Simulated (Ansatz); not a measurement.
# What Be4Bi2O (built on the sites of a database entry of Ca4Bi2O) distorts into, part 3 of 3

Which phase does Be4Bi2O (built on the sites of a database entry of Ca4Bi2O) fall into along its unstable mode, and how much energy does it gain?

Ansatz 0.2.0; DFT PBEsol, scalar-relativistic, plane waves, PAW.

So far. Step 5 (Energy along the mode, all amplitudes (two of the runs …): The lowest of the steps tried is at 0.32 Å, 35.6 meV/atom below the parent; the bottom of the well need not coincide with a step. Step 7 (The new phase in its own primitive cell): The largest force component left is 0.69 meV/Å and the pressure is 0.000 GPa, within the tolerances set. The cell now holds 15.23 Å³/atom. The relaxed cell has a, b, c = 4.273, 11.107, 4.492 Å (conventional setting).

The structure was built from a prototype and need not be the compound's stable phase.

### Step 8. Modes of the new phase

A relaxed structure may still be a saddle point, so its zone-centre modes are computed. No field response is asked, since the mesh shows no gap.

input.yaml

```yaml
crystal:
  lattice:
    - [-2.1366247127, 5.5533349902, 2.2459976061]
    - [2.1366247127, -5.5533349902, 2.2459976061]
    - [2.1366247127, 5.5533349902, -2.2459976061]
  atoms:
    - { symbol: Be, position: [0.2477764276, 0.8618268108, 0.3859496168] }
    - { symbol: Be, position: [0.9266175975, 0.4266175975, 0.5] }
    - { symbol: Be, position: [0.475877194, 0.8618268108, 0.6140503832] }
    - { symbol: Be, position: [0.6031296142, 0.6031296142, 0.0] }
    - { symbol: Bi, position: [0.2105628409, 0.0490616083, 0.1615012326] }
    - { symbol: Bi, position: [0.8875603757, 0.0490616083, 0.8384987674] }
    - { symbol: O, position: [0.5781482697, 0.0781482697, 0.5] }
kpoints:
  mp_grid: { grid: [12, 12, 12] }
hamiltonian:
  xc: pbesol
scf:
  occupations: { method: methfessel_paxton, width: 0.2 }
output:
  eigenvalues: true
phonons:
  method: dfpt
```

Launch:

```bash
$ ansatz run input.yaml --threads 8 --pin off --max-ram 14336MiB --backend cpu --events-out ev --progress --plain --runs-dir out
```

Numbers of over 12 decimals in the logs are rounded to 6 here.

What it wrote:

```text
zone centre: on kpoints.mp_grid the ground state, and the responses unless they are solved on pairs of k-points, stand on 476 of the mesh's 1728 k-points, reduced under 2 symmetry operations, with k and −k counted as one. Each operation leaves every solved displacement unchanged or reverses it
[...]
Crystal: 7 atoms, lattice volume = 106.599 Å³
Basis set: ecut = 420 eV, 2091 PW (Γ), exchange–correlation on 90×90×90 points (8 copies of the dense FFT grid, shifted against one another)
Bands: 29, of which v1, the nominal top of the filled ones, is band 22 counted from 1 (21 counted from 0)
Symmetry: 4 space group operations
k-points: 476 of 1728 (irreducible under 2 space group operations, time reversal used)
[...]
SCF iter   1: F=—  HF=-25405.467806 eV  |F-HF|=—  |Δ(HF+E_count)|=         —  Δρ=7.19e-3  dr2=7.03e-2  ethr=1.77e-3  ⟨swp⟩=7.3  Hψ=71793  notcnv=0
[...]
SCF iter  11: F=-25405.445247 eV  HF=-25405.445247 eV  |F-HF|=1.82e-11  |Δ(HF+E_count)|=    0.00e0  S|Δr|=    0.00e0  Δρ=8.44e-8  dr2=9.36e-12  ethr=1.00e-12  ⟨swp⟩=11.2  Hψ=78348  notcnv=0
SCF 1 converged in 11 iterations: F = -25405.445247 eV  dr2 = 9.36e-12
[...]
DFPT response loops at Γ: preconditioner auto → Kerker (q_TF=auto, 2.354 Å⁻¹) (partly filled bands, converged f_vac=0.000); β = 1.00, the filter's whole step (`scf.mixing.beta` (0.50) is not read by the response loops under this deck's `scf.mixing.preconditioner`; to damp them name `kerker` or `kerker_dos`, under which they read `scf.mixing.beta`, and type it under 1.00, their step now; both keys bind the ground state too); Broyden in place of MSR1
SCF converged after 11 iterations
[...]
Free energy (F): -25405.445247 eV
[...]
Internal energy: -25405.445111 eV  (E = F + TS)
E sigma→0 (E₀):  -25405.445213 eV
Entropy (-TS):   -0.000136 eV (-0.019 meV/atom)
Fermi energy:    9.869056 eV
[...]
--- Band table (eV; the first three rows and the last of 476) ---
  k-point 0: bands = [... 18 lower, 7.6475, 8.4418, 8.7923, 9.0967, 9.1879, 10.6954, 10.7566, 13.2376, ... 3 higher]
  k-point 1: bands = [... 18 lower, 7.5928, 8.0037, 8.7888, 8.9174, 9.4970, 11.0897, 11.2614, 13.2888, ... 3 higher]
  k-point 2: bands = [... 18 lower, 7.1898, 7.6252, 8.5943, 8.9846, 9.8907, 11.8724, 12.4084, 13.3682, ... 3 higher]
  k-point 475: bands = [... 18 lower, 7.6061, 8.2052, 8.5559, 9.9547, 10.4061, 11.2424, 11.7234, 12.4103, ... 3 higher]
--- Phonons (Γ-DFPT): 15 representative perturbations + reference, on 476 of 1728 k-points (Σ response iterations 49) ---
  k mesh reduced under 2 symmetry operations, with k and −k counted as one. Each operation leaves every solved displacement unchanged or reverses it
  ASR residual: 1.261e-4 → 0.000e0 eV/Å²; symmetrization residual: 1.506e-6 eV/Å²
  ASR residual per site (eV/Å²): 1.30e-5 1.49e-5 1.30e-5 8.32e-6 5.05e-5 5.05e-5 1.26e-4
[...]
non-analytic LO–TO correction: not included (Born effective charges unavailable; polar crystals: no LO–TO splitting at Γ)
```

Wall time 5.6 min (8 threads of AMD EPYC 7R43, shared host); peak memory 5.4 GiB; 41 min of CPU time.

This step gave:

```yaml
sum_rule_residual_before_enforcement: 1.26e-4 eV/Å²
point_group: mm2
highest_optical_mode_at_the_zone_centre_no_lo_to_term: 884.8 cm⁻¹
lowest_optical_zone_centre_mode: -442.8 cm⁻¹
```

Patterns of degenerate modes are one choice out of their space. Modes at Γ, with each element's share of the kinetic energy (negative means imaginary):

| mode | frequency (cm⁻¹) | symmetry | Be % | Bi % | O % |
| --- | --- | --- | --- | --- | --- |
| 1 | -442.8 | B1 | 59 | 0 | 40 |
| 2 | 0.0 | acoustic | 8 | 89 | 3 |
| 3 | 0.0 | acoustic | 8 | 89 | 3 |
| 4 | 0.0 | acoustic | 8 | 89 | 3 |
| 5 | 66.7 | A2 | 5 | 95 | 0 |
| 6 | 71.7 | B2 | 1 | 99 | 0 |
| 7 | 102.8 | A1 | 3 | 97 | 0 |
| 8 | 105.5 | B1 | 99 | 1 | 0 |
| 9 | 204.1 | B1 | 38 | 7 | 56 |
| 10 | 210.3 | A1 | 55 | 11 | 34 |
| 11 | 214.4 | B2 | 99 | 0 | 1 |
| 12 | 255.5 | B2 | 45 | 10 | 45 |
| 13 | 294.9 | A1 | 96 | 2 | 2 |
| 14 | 308.6 | A2 | 95 | 5 | 0 |
| 15 | 319.5 | B2 | 86 | 1 | 13 |
| 16 | 332.8 | B1 | 96 | 4 | 0 |
| 17 | 348.8 | A1 | 87 | 1 | 12 |
| 18 | 374.9 | B2 | 100 | 0 | 0 |
| 19 | 734.8 | A1 | 97 | 0 | 3 |
| 20 | 749.2 | B2 | 62 | 0 | 38 |
| 21 | 884.8 | A1 | 55 | 0 | 45 |

Displacements in mode 1 (-442.8 cm⁻¹), the largest set to 1:
```
Be1  0.05  0.00  0.00
Be2  0.23  0.00  0.00
Be3  0.05  0.00  0.00
Be4  1.00  0.00  0.00
Bi5  0.00  0.00  0.00
Bi6  0.00  0.00  0.00
O7  -0.64  0.00  0.00
```

Displacements in mode 10 (210.3 cm⁻¹), the largest set to 1:
```
Be1  0.00  0.07  0.79
Be2  0.00  0.00  1.00
Be3  0.00 -0.07  0.79
Be4  0.00  0.00  0.55
Bi5  0.00 -0.01 -0.10
Bi6  0.00  0.01 -0.10
O7   0.00  0.00  0.95
```

Before it was imposed, the acoustic sum rule was missed by 1.3e-4 eV/Å². Small misses are needed for a sound result but don't prove that mesh and cutoff are converged. The lowest optical mode is imaginary, 442.8i cm⁻¹, so the energy falls along it.

### Step 9. Summary of results

```
unstable mode of the parent                                                      : q = (0, 0, 0), 442i cm⁻¹
depth at the lowest point sampled                                                : 35.6 meV/atom
largest atomic shift at that point                                               : 0.32 Å
space group reached (within 0.01 Å)                                              : Imm2
energy gained over the parent (first relaxation, on the mesh of the frozen mode) : 173 meV/atom
volume per atom, phase reached                                                   : 15.2 Å³
lowest optical zone-centre mode, phase reached                                   : -443 cm⁻¹
highest optical mode at the zone centre (no LO-TO term), phase reached           : 885 cm⁻¹
```

**Reading.** Along this mode the structure falls into Imm2, 173 meV/atom below the parent. At the parent's cell the well is 35.60 meV/atom deep on the steps tried, with its lowest point at a shift of 0.32 Å. Relaxing atoms and cell changes the gain by +137.90 meV/atom against the lowest step (energies at zero smearing). Most of the total comes from this relaxation. The new phase still has an imaginary mode at the zone centre of its cell, so it is a saddle point on the way to a lower structure. Of the 5 patterns followed to their end from this parent, this one ends 79.8 meV/atom above the lowest, P2_1/m. Another end point lies within 1 meV/atom; how such a difference moves with mesh and cutoff was not tested. Each path keeps the symmetry of its pattern, so a lower phase may lie along a pattern not tried. The q mesh stands for a supercell only 8.3 Å across, so branches between the solved wavevectors are rough. With no gap, or one that is small against the smearing, the frequencies hang on the k mesh and the smearing, most of all near Kohn anomalies. Spin-orbit coupling is left out, which can matter for the heavy elements here. A phonon run warned that its eigensolver left some bands unconverged in a pass. The starting cell was built on a prototype and not taken from a measurement, so the phase need not exist.

[Logs are printed without paths, hosts, clocks, repeated set-up lines and the standing remarks that a program may print on its own settings, such as how far it seeks lower states.]

[Hosts, paths, dates, database ids (printed as entryN), source tags and the programs' standing remarks are cut or masked in the printed files.]
